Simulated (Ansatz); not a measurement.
# Generalised stacking fault on (111) (shuffle set) of a GaAs-GaSb solid solution (48 atoms): support functions against a reference, part 3 of 3

Aim: test how closely localised support functions follow the reference on generalised stacking fault on (111) (shuffle set) of a GaAs-GaSb solid solution (48 atoms), and at what cost. A setting counts as converged where the r.m.s. difference of forces stays under 1 % of the r.m.s. force.

Ansatz 0.2.0; Kohn-Sham DFT, PBE, PAW (set soft_2), plane waves.

The cell: 24 Ga, 10 Sb and 14 As. The host structure and its lattice constant were typed by rule, without a check against the phase diagram. No spin–orbit coupling is included.

So far. Step 10 (Support functions medium, radius 5.9 Å): Forces differ from the reference by 0.18 meV/Å r.m.s., 0.036 % of their size, well within a tolerance of 1 %; the energy by -1.5 meV/atom. It took 7.6 min and 13 cycles; the reference's time can't be set against it, since the two runs asked for unlike analyses. The two runs also began from different starting densities, which bears on cycles and time.

### 12. The reference in detail

The comparisons rest on this run, so its electronic structure is set out here.

Length of the force by element:

```tsv
element	coordination	atoms	mean length of the force (eV/Å)	spread	least	most
As	all	14	0.228	0.106	0.0618	0.389
Ga	all	24	1.15	0.336	0.0833	1.59
Sb	all	10	0.278	0.0974	0.133	0.417
```

Löwdin charges by element (they lack the spilled electrons, 0.021 e an atom on average):

```tsv
element	coordination	atoms	mean charge (e)	spread	least	most
As	all	14	-0.0298	0.0036	-0.0345	-0.0239
Ga	all	24	-0.101	0.0935	-0.239	0.0609
Sb	all	10	0.386	0.0054	0.378	0.393
```

Charge against the make-up of the first shell:

```tsv
Sb neighbours of Ga	atoms	mean charge (e)
0	2	0.06
1	10	-0.034
2	6	-0.135
3	6	-0.234
```

States in the cell by windows of 1 eV, zero at the Fermi level; the larger projections on atomic orbitals stand beside the total:

```tsv
from (eV)	to (eV)	total	Ga p	As p	Sb p	Ga s	Sb s
-10	-9	8.7	2.3	0.1	0.1	0.7	4.3
-9	-8	0.0	0.0	0.0	0.0	0.0	0.0
-8	-7	1.3	0.0	0.2	0.3	0.7	0.0
-7	-6	26.3	2.0	5.6	5.1	12.0	0.6
-6	-5	10.6	1.1	2.5	1.7	3.7	0.7
-5	-4	6.4	0.9	1.5	1.3	1.7	0.5
-4	-3	27.7	9.8	9.0	6.3	1.5	0.4
-3	-2	33.5	11.5	13.2	7.3	0.8	0.2
-2	-1	30.4	9.2	12.8	7.5	0.4	0.1
-1	0	7.7	1.7	3.4	2.3	0.1	0.0
0	1	4.1	1.0	0.4	0.3	1.4	0.3
1	2	22.6	7.1	3.7	2.6	4.9	0.8
2	3	27.2	8.0	5.2	3.3	5.3	1.3
3	4	28.9	15.6	4.1	2.5	1.7	1.0
```

Between -26 and -10 eV lie 279 more states.

The stored curve holds about 432 of the 672 electrons; the rest, give or take the few that broadening carries across the Fermi level, lie in deeper levels below its range.

The levels nearest the highest filled one (over half full), pooled over k-points and spins:

```tsv
level less the highest filled one (eV)	occupation
-0.445	2
-0.415	2
-0.269	2
-0.146	2
-0.0756	2
0	1.91
0.120	0.089
0.479	0
0.518	0
0.633	0
0.682	0
0.801	0
```

Valence density in the cb plane at fractional x = 0.226, with atoms of Ga and As and Sb within 0.2 Å of it. It is the smooth field of the valence electrons, not physical close to the nuclei.

Values in e/Å³, 10 rows by 16 columns, each cell a mean:
```
 2  0  0  0  0  0  0  1  1  0  2  1  0  0  0  0
14  1  0  0  0  0  0  6 12  1 14  2  0  0  0  0
 2  0  0  0  0  0  0  1  1  0  2  1  0  0  0  0
 0  0  0  0  0  0  0  1  0  0  0  0  0  0  0  0
 0  0  0  0 11  2  2 11  0  0  0  0  0  0  9  3
 0  0  0  0  6  1  1  6  0  0  0  0  0  0  5  2
 0  0  0  0  0  0  0  0  0  0  0  0  0  0  0  0
 0  5  0  4  3  0  0  0  0  0  0  5  0  3  3  0
 1 13  1  8  5  0  0  0  0  0  1 13  1  6  5  0
 0  1  0  1  0  0  0  0  0  0  0  1  0  1  1  0
```
Columns run along c (16.0 Å, from fractional 0.21 to 1.00 of the cell), rows up along b (7.2 Å). Atoms in or near the plane, at fractional coordinates: Ga at (0.94, 0.50), As at (0.23, 0.83), Ga at (0.27, 0.16), As at (0.40, 0.17), Ga at (0.44, 0.50), As at (0.56, 0.50), Ga at (0.60, 0.84), As at (0.73, 0.83), Ga at (0.77, 0.17), Sb at (0.90, 0.16).

ELF in the cb plane at fractional x = 0.226, with atoms of Ga and As and Sb within 0.2 Å of it. It is the smooth field of the valence electrons, not physical close to the nuclei.

Values, 10 rows by 16 columns, each cell a mean:
```
0.61 0.61 0.12 0.18 0.20 0.04 0.11 0.25 0.23 0.55 0.61 0.64 0.15 0.22 0.26 0.07
0.27 0.54 0.10 0.02 0.03 0.01 0.12 0.17 0.13 0.63 0.29 0.53 0.13 0.02 0.04 0.02
0.55 0.54 0.07 0.06 0.13 0.07 0.23 0.34 0.23 0.56 0.54 0.56 0.10 0.06 0.15 0.08
0.39 0.27 0.04 0.18 0.27 0.28 0.57 0.70 0.46 0.19 0.39 0.30 0.04 0.18 0.29 0.27
0.04 0.03 0.02 0.21 0.13 0.29 0.62 0.36 0.47 0.04 0.04 0.04 0.02 0.20 0.15 0.24
0.05 0.05 0.04 0.25 0.16 0.30 0.63 0.44 0.45 0.03 0.04 0.06 0.04 0.26 0.19 0.26
0.19 0.23 0.26 0.58 0.58 0.29 0.41 0.53 0.27 0.03 0.17 0.23 0.29 0.49 0.55 0.34
0.24 0.15 0.49 0.53 0.57 0.27 0.05 0.10 0.05 0.05 0.23 0.15 0.46 0.26 0.27 0.32
0.23 0.09 0.51 0.44 0.47 0.27 0.02 0.03 0.02 0.06 0.23 0.09 0.45 0.17 0.17 0.30
0.53 0.34 0.38 0.57 0.59 0.17 0.05 0.18 0.16 0.20 0.52 0.35 0.40 0.39 0.40 0.24
```
Columns run along c (16.0 Å, from fractional 0.21 to 1.00 of the cell), rows up along b (7.2 Å). Atoms in or near the plane, at fractional coordinates: Ga at (0.94, 0.50), As at (0.23, 0.83), Ga at (0.27, 0.16), As at (0.40, 0.17), Ga at (0.44, 0.50), As at (0.56, 0.50), Ga at (0.60, 0.84), As at (0.73, 0.83), Ga at (0.77, 0.17), Sb at (0.90, 0.16).

Mean Löwdin charges: As -0.03, Ga -0.10, Sb +0.39 e. Charges this small depend on the projection, at times even in sign. The charge on Ga changes by -0.099 e for each Sb neighbour that takes the place of another kind, on average. Just under the Fermi level the largest share is As p (42 % of the projected weight), just over it Ga s (36 % of the projected weight).

### 13. Structure statistics

These statistics describe the geometry on which the runs were made.

Density 5.46 g/cm³, 24.96 Å³ an atom.

g(r), total and by pair (bins of 0.2 Å):

```tsv
r (Å)	total	Ga-Ga	Ga-As	Ga-Sb	As-As	As-Sb	Sb-Sb
2.50	6.20	0.00	12.45	12.40	0.00	0.00	0.00
2.70	0.00	0.00	0.00	0.00	0.00	0.00	0.00
2.90	0.00	0.00	0.00	0.00	0.00	0.00	0.00
3.10	0.00	0.00	0.00	0.00	0.00	0.00	0.00
3.30	0.00	0.00	0.00	0.00	0.00	0.00	0.00
3.50	0.00	0.00	0.00	0.00	0.00	0.00	0.00
3.70	0.00	0.00	0.00	0.00	0.00	0.00	0.00
3.90	0.21	0.42	0.00	0.00	0.00	0.65	0.60
4.10	6.60	13.20	0.00	0.00	13.45	13.60	11.75
4.30	0.18	0.35	0.00	0.00	0.26	0.18	1.02
4.50	0.08	0.00	0.14	0.19	0.00	0.00	0.00
4.70	0.22	0.00	0.32	0.63	0.00	0.00	0.00
4.90	4.62	0.00	9.47	8.89	0.00	0.00	0.00
5.10	0.16	0.00	0.22	0.47	0.00	0.00	0.00
5.30	0.00	0.00	0.00	0.00	0.00	0.00	0.00
5.50	0.03	0.00	0.00	0.00	0.16	0.11	0.00
5.70	0.08	0.21	0.00	0.00	0.00	0.00	0.60
5.90	1.55	3.10	0.00	0.00	2.99	3.60	1.95
6.10	0.13	0.18	0.04	0.16	0.13	0.09	0.52
6.30	2.76	0.00	5.57	5.50	0.00	0.00	0.00
6.50	0.11	0.00	0.24	0.19	0.00	0.00	0.00
6.70	0.02	0.00	0.03	0.05	0.00	0.00	0.00
6.90	0.14	0.28	0.00	0.00	0.21	0.14	0.80
7.10	4.18	8.35	0.00	0.00	8.85	8.31	7.59
7.30	0.38	0.53	0.16	0.33	0.46	0.38	1.08
7.50	1.69	0.12	3.39	3.05	0.00	0.18	0.17
7.70	0.93	0.00	1.82	1.91	0.00	0.00	0.00
7.90	0.09	0.00	0.14	0.22	0.00	0.00	0.00
```

Bonds by pair of elements; cutoffs follow the first minimum of g(r), held within bounds set by covalent radii, and pairs that aren't listed don't count as bonded:

```tsv
pair A-B	cutoff (Å)	bonds	mean length (Å)	spread (Å)	shortest (Å)	B about A	A about B
Ga-As	2.98	56	2.53	0.014	2.50	2.33	4
Ga-Sb	3.05	40	2.53	0.015	2.50	1.67	4
```

How many atoms have how many bonded neighbours:

```tsv
element	mean	4
As	4	14
Ga	4	24
Sb	4	10
```

Rings of the network by King's shortest-path rule, up to 12 atoms, one path for each pair of neighbours; H, halogens, alkali and alkaline-earth atoms are left out, and the last column divides by all other atoms, bonded or not:

```tsv
ring size (atoms)	rings	per network atom
6	94	1.96
```

By these cutoffs all As atoms have 4, all Ga atoms have 4 and all Sb atoms have 4 bonded neighbours. All rings counted have 6 atoms.

Local excerpt of 16 atoms (numbers count through the whole input) about Ga23, which bears the longest force; x, y, z are measured from there.

```tsv
atom	x	y	z	distance (Å)	bonds	Löwdin charge (e)	Fx	Fy	Fz (eV/Å)
Ga23	0.00	0.00	0.00	0.00	4	-0.13	1.28	0.43	0.83
Sb2	-2.06	1.18	-0.84	2.52	4	0.39	-0.11	0.10	-0.39
As24	0.01	-0.01	2.53	2.53	4	-0.03	0.01	0.10	-0.15
Sb22	0.01	-2.39	-0.85	2.54	4	0.38	-0.03	-0.11	0.09
As6	2.08	1.18	-0.87	2.55	4	-0.03	-0.35	-0.03	0.11
Ga5	1.74	1.18	-3.38	3.98	4	-0.13	-0.86	0.46	0.73
Ga3	-2.06	3.55	-0.01	4.10	4	-0.13	-0.84	0.79	0.95
Ga15	-2.04	-1.19	3.36	4.11	4	-0.03	-0.11	-0.07	-1.11
Ga7	2.08	3.54	0.00	4.11	4	-0.03	1.00	-0.40	0.26
Ga11	-4.11	-0.01	-0.02	4.11	4	-0.03	-1.09	-0.74	0.58
Ga25	0.03	2.39	3.35	4.11	4	-0.03	-0.09	-0.05	-0.91
Ga27	2.06	-1.22	3.38	4.13	4	0.06	0.26	0.15	-0.03
Ga21	-0.31	-2.40	-3.37	4.15	4	-0.23	-0.17	-1.09	-0.41
Ga11	4.15	-0.01	-0.02	4.15	4	-0.03	-1.09	-0.74	0.58
Ga3	-2.06	-3.61	-0.01	4.16	4	-0.13	-0.84	0.79	0.95
Ga7	2.08	-3.62	0.00	4.17	4	-0.03	1.00	-0.40	0.26
```

The column of bonds counts only the pairs Ga-As within 2.98 Å, Ga-Sb within 3.05 Å; other neighbours, such as metal atoms beside each other in a compound, aren't counted, and periodic images can show an atom twice.

### 14. What came out

```
free energy per atom        : -4658.9890 eV/atom
density                     : 5.46 g/cm³
pressure                    : 3.512 GPa
r.m.s. force component      : 0.5003 eV/Å
wall time of the 9 DFT runs : 38 min
```

**Reading.** Against plane waves at 420 eV, the forces differ by 0.59 meV/Å (0.12 %) with support functions medium, and by 0.085 meV/Å in the closest run (support functions high). At 48 atoms the fastest of the runs at a preset level, support functions low, takes roughly 1.3 times the time of plane waves (whose run also made extra analyses, so the like-for-like ratio is larger), in 11 SCF cycles against 8. Differences between support functions and plane waves include what basis error the plane-wave run still has. As the radius goes from 4.24 to 5.9 Å, the force difference goes from 0.62 to 0.18 meV/Å, and the time from 2.2 min to 7.6 min.

Counting bands leaves a spacing of only 0.12 eV (on the run's k-points), which the smearing bridges: 2 levels are partly filled by over 2 %, so a gap, if any, is small at this level. With the cutoffs above, all As atoms have 4, all Ga atoms have 4 and all Sb atoms have 4 bonded neighbours.

Caveats: The geometry was built by rule, was displaced at random and isn't relaxed at this level: its force components are 0.50 eV/Å r.m.s. The pressure of 3.5 GPa belongs to a cell and atoms that aren't relaxed at this level.

[Logs are printed without paths, hosts, clocks, repeated set-up lines and the standing remarks that a program may print on its own settings, such as how far it seeks lower states.]

[Hosts, paths, dates, database ids (printed as entryN), source tags and the programs' standing remarks are cut or masked in the printed files.]
